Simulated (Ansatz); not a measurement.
# BaTiO3 (Barioperovskite): how G0W0 depends on its starting point

One-shot GW is not self-consistent; how far does the start matter for BaTiO3 (Barioperovskite)?

Calculated with Ansatz 0.2.0; G0W0 on several functionals, plane waves, PAW.

### Step 1. The starting structure

Symmetry: Amm2, No. 38, orthorhombic system. The conventional cell has a = 3.986 Å, b = 5.674 Å, c = 5.690 Å, α = 90.00°, β = 90.00°, γ = 90.00°. Ba has 12 O at 2.77 to 2.92 Å nearest. Nearest to Ti lie 6 O at 1.93 to 2.09 Å. Nearest to O lie 2 Ti at 2.00 Å and 4 Ba at 2.77 to 2.92 Å. O has 2 Ti at 1.93 to 2.09 Å and 4 Ba at 2.81 to 2.84 Å nearest. Farther neighbours and most contacts between anions are not listed.

The cell and positions come from the Crystallography Open Database and are kept as given unless a step says otherwise. Spin-orbit coupling is left out unless a step names it. The default PAW set here is soft_1. Its files were made with PBE; for other functionals the partial waves and projectors stay those of PBE.

### Step 2. G0W0 on LDA

G0W0 replaces the xc potential by the self-energy, built once from these orbitals. Only a window of levels is corrected, while the sums run over the empty bands that the input names.

This step: G0W0 on LDA, plane waves, PAW.

input.yaml

```yaml
crystal:
  lattice:
    - [3.9855, 0.0, 0.0]
    - [0.0, 2.8369, 2.84515]
    - [0.0, -2.8369, 2.84515]
  atoms:
    - { symbol: Ba, position: [0.0, 0.0, 0.0] }
    - { symbol: Ti, position: [0.5, 0.5124, 0.5124] }
    - { symbol: O, position: [0.0, 0.4874, 0.4874] }
    - { symbol: O, position: [0.5, 0.50524, 0.99184] }
    - { symbol: O, position: [0.5, 0.99184, 0.50524] }
kpoints:
  mp_grid: { grid: [4, 4, 4] }
hamiltonian:
  xc: lda
  pseudopotentials: { kind: paw, azcp: { folder: "./paw" } }
scf:
  occupations: { method: fixed }
gw:
  n_empty_bands: 236
  ecut_chi: 138
  qp_bands: [v2, c2]
  qp_kpoints: band_edges
  screening: { model: contour_deformation }
```

On the command line:

```console
> ansatz run input.yaml --threads 3 --pin off --max-ram 92160MiB --backend cuda --events-out ev --progress --plain --runs-dir out --devices 1 --max-vram 13GiB
```

Numbers of over 12 decimals in the logs are rounded to 6 here.

The program printed:

```text
Warning: <dir> the record states the generating functional pbe (its physics header spells it `PBE`), which answers neither for hamiltonian.xc's functional nor for the lda family's — results may be inconsistent (PPs are generated against a specific XC)
Warning: <dir> the record states the generating functional pbe (its physics header spells it `PBE`), which answers neither for hamiltonian.xc's functional nor for the lda family's — results may be inconsistent (PPs are generated against a specific XC)
Warning: <dir> the record states the generating functional pbe (its physics header spells it `PBE`), which answers neither for hamiltonian.xc's functional nor for the lda family's — results may be inconsistent (PPs are generated against a specific XC)
GPUs: using 1 of 1 available (devices: 1).
Engine: ansatz 0.2.0, x86_64-unknown-linux-gnu
Pseudopotentials: kind: paw
Pseudopotential: Ba, paw, valence charge 10, recommended cutoff 420 eV (normal), <dir>
Pseudopotential: Ti, paw, valence charge 12, recommended cutoff 420 eV (normal), <dir>
Pseudopotential: O, paw, valence charge 6, recommended cutoff 420 eV (normal), <dir>
Functional definition: SPW92
  exchange = slater_x
  correlation = pw_c
device memory: the entry about to start is reckoned to put 0.7 GiB on a device that reports 63.9 GiB free (of which the cap on the GPU budget leaves the run 13.0 GiB)
GPU FFT provider: cuFFT
GPU libraries: cuBLAS 13.8.2, cuFFT 12.4.0, cuSOLVER 12.3.4
Crystal: 5 atoms, lattice volume = 64.337 Å³
Basis set: ecut = 420 eV, 1249 PW (Γ)
Bands: 25, of which v1, the nominal top of the filled ones, is band 20 counted from 1 (19 counted from 0)
Symmetry: 4 space group operations
Space group: Amm2 (ITA 38), of the structure as read, at distance tolerance 4.0e-5 Å
k-points: 21 of 64 (time reversal used)
Non-local potential: Ba, projectors of the file, l = 0: 3, l = 1: 2, l = 2: 2, l = 3: 2
Non-local potential: Ti, projectors of the file, l = 0: 3, l = 1: 2, l = 2: 3, l = 3: 1
Non-local potential: O, projectors of the file, l = 0: 2, l = 1: 2, l = 2: 1
PAW form: soft (Blöchl's): semilocal exchange-correlation on the pseudo side does not see the compensation charge
PAW frozen core: Ba, regenerated for the run's functional, and the local potential with it (the file was generated under x = pbe(κ = 0.804, μ = 0.219515), c = pbe(β = 0.066725))
PAW frozen core: Ti, regenerated for the run's functional, and the local potential with it (the file was generated under x = pbe(κ = 0.804, μ = 0.219515), c = pbe(β = 0.066725))
PAW frozen core: O, regenerated for the run's functional, and the local potential with it (the file was generated under x = pbe(κ = 0.804, μ = 0.219515), c = pbe(β = 0.066725))
PAW one-centre angular grid: Ba, 194 points (default); XC on 64 Gauss nodes
PAW one-centre angular grid: Ti, 590 points (default); XC on 64 Gauss nodes
PAW one-centre angular grid: O, 110 points (default); XC on 64 Gauss nodes
Initial density: superposition of atomic densities (chi_scale 0.1, normalization cell, long waves kept (reshape's long-wave potential 0.00 eV rms))
Initial wavefunctions: pseudopotential atomic-orbital guess
GPU buffer pool allocated for 19683 grid points (all kernels)
GPU transforms: local potential and band sums: pruned to the plane-wave sphere, on 27×27×27
Functional: x = slater, c = lda
SCF iter   1: F=—  HF=-9905.087786 eV  |F-HF|=—  |Δ(HF+E_count)|=         —  Δρ=5.70e-2  dr2=2.16e0  ethr=3.10e-3  ⟨swp⟩=4.7  Hψ=2018  notcnv=0  defer=37
preconditioner: auto → Resta (q_TF=auto, 2.521 Å⁻¹)  ε∞=5.9  [insulator: Δε(μ)=2.146 eV  Ē_g=11.424 eV  n_scr=18 (ndim 8)  ℏωp=25.4 eV  f_vac=0.000  ε∞_Penn≈5.9]
SCF iter   2: F=—  HF=-9904.632504 eV  |F-HF|=—  |Δ(HF+E_count)|=   4.55e-1  Δρ=2.29e-2  dr2=4.79e-1  ethr=3.10e-3  ⟨swp⟩=2.5  Hψ=991  notcnv=0  defer=23
SCF iter   3: F=—  HF=-9904.552068 eV  |F-HF|=—  |Δ(HF+E_count)|=   8.04e-2  Δρ=1.32e-2  dr2=1.11e-1  ethr=1.20e-3  ⟨swp⟩=2.1  Hψ=878  notcnv=0  defer=42
SCF iter   4: F=—  HF=-9904.537481 eV  |F-HF|=—  |Δ(HF+E_count)|=   1.46e-2  Δρ=8.82e-3  dr2=5.57e-2  ethr=2.77e-4  ⟨swp⟩=2.2  Hψ=963  notcnv=0  defer=42
SCF iter   5: F=—  HF=-9904.528190 eV  |F-HF|=—  |Δ(HF+E_count)|=   9.29e-3  Δρ=3.14e-3  dr2=7.18e-3  ethr=1.39e-4  ⟨swp⟩=2.0  Hψ=720  notcnv=0  defer=56
SCF iter   6: F=—  HF=-9904.526865 eV  |F-HF|=—  |Δ(HF+E_count)|=   1.33e-3  Δρ=8.47e-4  dr2=5.00e-4  ethr=1.80e-5  ⟨swp⟩=2.2  Hψ=747  notcnv=0  defer=63
SCF iter   7: F=—  HF=-9904.526777 eV  |F-HF|=—  |Δ(HF+E_count)|=   8.73e-5  Δρ=2.26e-4  dr2=2.85e-5  ethr=1.25e-6  ⟨swp⟩=2.1  Hψ=767  notcnv=0  defer=57
SCF iter   8: F=—  HF=-9904.526772 eV  |F-HF|=—  |Δ(HF+E_count)|=   4.80e-6  Δρ=2.28e-5  dr2=2.69e-7  ethr=7.12e-8  ⟨swp⟩=2.0  Hψ=768  notcnv=0  defer=22
SCF iter   9: F=-9904.526772 eV  HF=-9904.526772 eV  |F-HF|=2.18e-10  |Δ(HF+E_count)|=   1.05e-8  Δρ=3.84e-6  dr2=7.80e-9  ethr=2.50e-10  ⟨swp⟩=7.5  Hψ=2048  notcnv=0
SCF 1 converged in 9 iterations: F = -9904.526772 eV  dr2 = 7.80e-9
  greatest PAW one-centre occupation: 0.998 electrons in one spin orbital (limit 2), on the Ti atom at site 1 (counted from 0), in its partial waves of l = 0
device memory: the entry about to start is reckoned to put 0.7 GiB (of the 0.8 GiB reckoned in all, the device holds 0.1 GiB already) on a device that reports 63.9 GiB free (of which the cap on the GPU budget leaves the run 12.9 GiB)
NSCF: frozen V_eff on 21 k-points, pencils in batches of 32, up to order 100
the band table was solved once the SCF had ended and its energy, with any forces and stress, was formed, with the checks that follow a solve (2322 applications of the Hamiltonian). They found nothing against the state; the energy, forces and stress were not computed again (output.eigenvalues in the input reference)
device memory: the entry about to start is reckoned to put 4.4 GiB on a device that reports 64.0 GiB free (of which the cap on the GPU budget leaves the run 13.0 GiB)
NSCF: frozen V_eff on 21 k-points
G₀W₀ screening: q 1/21
[... further progress lines ...]
device memory: the entry about to start is reckoned to put 0.3 GiB on a device that reports 67.4 GiB free (of which the cap on the GPU budget leaves the run 13.0 GiB)
NSCF: frozen V_eff on 1 k-points
device memory: the entry about to start is reckoned to put 0.3 GiB on a device that reports 67.4 GiB free (of which the cap on the GPU budget leaves the run 13.0 GiB)
NSCF: frozen V_eff on 1 k-points
SCF converged after 9 iterations
Free energy (F): -9904.526772 eV
Harris-Foulkes:  -9904.526772 eV  (|F-HF|=2.18e-10)
Internal energy: -9904.526772 eV  (E = F + TS)
E sigma→0 (E₀):  -9904.526772 eV
Fermi energy:    9.842753 eV
--- Per-component energies (eV) ---
  E_band       = -153.150068
  E_kinetic    = 940.970516
  E_local      = -2186.889026  (includes V_loc(G=0)·N_el)
  E_nonlocal   = 320.222209
  E_hartree    = 834.067114
  E_xc         = -525.722366
  E_vxc        = -548.840154  (∫ρ·V_xc dr)
  E_paw        = -6472.819775  (= ΣΔE_a)
  E_vpaw       = -346.749880  (= ΣTr[D̂ρ^β])
  E_aug_tail   = 0.002247  (compensation charges beyond the density's cutoff)
  E_ewald      = -2815.256928
  E_core_change = 0.899235  (= ΣΔE_core)
  E_smearing   = -0.000000  (= −TS)
  E_closure    = -0.000000  (closes the sum)
  Σ components = -9904.526772   (vs F -9904.526772, Δ=0.00e0)
--- Band table (eV; the first three rows and the last of 21) ---
  k-point 0: bands = [... 16 lower, 8.7190, 9.5275, 9.6386, 9.6850, 11.6643, 11.7283, 11.8924, 13.9450, ... 1 higher]
  k-point 1: bands = [... 16 lower, 8.3931, 8.6264, 9.2677, 9.3741, 11.8258, 12.6127, 12.6681, 13.9792, ... 1 higher]
  k-point 2: bands = [... 16 lower, 7.9946, 8.1633, 9.0570, 9.1397, 11.8912, 13.3826, 13.4106, 13.9760, ... 1 higher]
  k-point 20: bands = [... 16 lower, 7.5059, 9.7964, 9.8326, 9.8428, 14.0196, 14.0614, 14.0720, 16.5054, ... 1 higher]
--- G₀W₀: contour deformation, 7 samples at zero and on the imaginary axis and 1 off it, 64 q-points, 236 empty bands' worth ---
  eigenvalues of the whole cell's RPA ε∞ on this k-mesh (on a slab, of 1 + 4πα/V) = 6.4974, 6.5624, 6.6246; static W/v taken at q = 0 is 0.152411
  gw.qp_kpoints: band_edges: 15 of 21 stored k-points solved, in 1 pass; an edge of the gap read off the rows below is read off those points alone
    valence top: of the k-points left out ik 17 came nearest to being solved in a further pass, in band 19 (counted from 1, as in the quasiparticle table): it holds the edge there only if its correction is more favourable than any solved in that band by at least 0.543 eV; those differ by 0.097 eV
    conduction bottom: of the k-points left out ik 4 came nearest to being solved in a further pass, in band 21 (counted from 1, as in the quasiparticle table): it holds the edge there only if its correction is more favourable than any solved in that band by at least 1.004 eV; those differ by 0.070 eV
    ik  band        ε_KS         Σx   Σc(E_QP)       V_xc       Z   E_QP_lin       E_QP  E_QP is
     0    19      9.6386   -25.8682     4.2817   -21.4135  0.7210     9.4650     9.4656  root
     0    20      9.6850   -25.9730     4.3412   -21.4534  0.7212     9.5060     9.5066  root
     0    21     11.6643   -12.6281    -6.5346   -20.5685  0.7327    13.1162    13.0700  root
     0    22     11.7283   -12.7556    -6.4242   -20.5747  0.7321    13.1687    13.1232  root
     1    19      9.2677   -25.2933     4.1187   -21.0113  0.7180     9.1040     9.1045  root
     1    20      9.3741   -25.6735     4.3245   -21.1666  0.7187     9.1909     9.1916  root
     1    21     11.8258   -13.0246    -6.5078   -20.9389  0.7287    13.2798    13.2322  root
     1    22     12.6127   -14.0439    -6.5435   -21.9609  0.7109    14.0397    13.9862  root
     2    19      9.0570   -25.4351     4.3365   -20.8992  0.7160     8.8569     8.8577  root
     2    20      9.1397   -25.7349     4.5027   -21.0156  0.7166     8.9221     8.9232  root
     2    21     11.8912   -13.1351    -6.6276   -21.1889  0.7259    13.3679    13.3173  root
     2    22     13.3826   -14.7206    -7.1279   -23.2286  0.6863    14.8337    14.7627  root
     3    19      8.8480   -24.9533     4.0631   -20.7228  0.7163     8.6799     8.6805  root
     3    20      9.3733   -25.4052     4.5091   -20.6839  0.7117     9.1601     9.1612  root
     3    21     12.6793   -14.0523    -6.6351   -22.0712  0.7099    14.1183    14.0631  root
     3    22     12.6948   -14.2748    -6.6497   -22.3067  0.7063    14.1331    14.0768  root
     5    19      8.8743   -24.9918     4.0680   -20.7590  0.7164     8.7090     8.7096  root
     5    20      9.3523   -25.3773     4.5112   -20.6556  0.7111     9.1407     9.1418  root
     5    21     12.5533   -13.8863    -6.6715   -21.9500  0.7115    14.0004    13.9456  root
     5    22     12.8094   -14.3843    -6.6426   -22.4039  0.7049    14.2433    14.1863  root
     6    19      9.0081   -25.1316     4.6095   -20.2694  0.7078     8.7538     8.7554  root
     6    20      9.7467   -25.6068     4.6752   -20.7270  0.7109     9.5413     9.5422  root
     6    21     13.3979   -14.7362    -7.2335   -23.3560  0.6847    14.8567    14.7841  root
     6    22     13.4583   -14.7295    -7.2608   -23.3771  0.6841    14.9183    14.8452  root
[...]
18    19      9.3280   -25.1416     4.6489   -20.2661  0.7082     9.1002     9.1014  root
    18    20      9.8168   -25.6972     4.6743   -20.8313  0.7110     9.6245     9.6253  root
    18    21     13.7080   -14.6894    -7.4773   -23.5430  0.6777    15.1637    15.0844  root
    18    22     13.7098   -14.7167    -7.4595   -23.5477  0.6778    15.1595    15.0813  root
    20    19      9.8326   -25.7586     4.6808   -20.8921  0.7111     9.6461     9.6469  root
    20    20      9.8428   -25.7535     4.6731   -20.8970  0.7111     9.6587     9.6594  root
    20    21     14.0196   -14.6747    -7.8100   -23.8503  0.6668    15.4706    15.3852  root
    20    22     14.0614   -14.7010    -7.8878   -23.9546  0.6639    15.5150    15.4272  root
```

Elapsed: 25 s, on 1 × NVIDIA H100 80GB HBM3 (shared by 6 runs) with 3 threads of AMD EPYC 7R13 (Zen 3), shared host; peak memory 1.3 GiB.

This step gave:

```
bands summed                                 : 256
RPA ε∞ on this mesh (eigenvalues)            : 6.497, 6.562, 6.625
plane waves in the screening matrix          : 251
q-points in the mesh                         : 64
G0W0 gap on the mesh                         : 3.411 eV
k of the valence top                         : -0.5, -0.5, -0.5
k of the conduction bottom                   : 0, 0, 0
starting gap on the mesh                     : 1.822 eV
Z at the valence top                         : 0.7111
Z at the conduction bottom                   : 0.7327
least direct G0W0 gap on the computed points : 3.563 eV
```

The gap on the mesh goes from 1.82 eV to 3.41 eV, a correction of +1.59 eV. Between the two edge states, bare exchange in place of the xc potential would open the gap by 12.80 eV, and correlation takes back 11.21 eV.

(Continued in part 2 of 2.)

[Paths, hosts, dates, memory and timing lines, banners, echoed tables and standing remarks are left out of the program output.]

[Logs are printed without paths, hosts, clocks, repeated set-up lines and the standing remarks that a program may print on its own settings, such as how far it seeks lower states.]

[Runs of the session that timed out or met a known fault of the program may be left out.]

[Cells called generated may have been cut or substituted from an entry of the Crystallography Open Database or the Materials Project.]

[Hosts, paths, dates, database ids (printed as entryN), source tags and the programs' standing remarks are cut or masked in the printed files.]
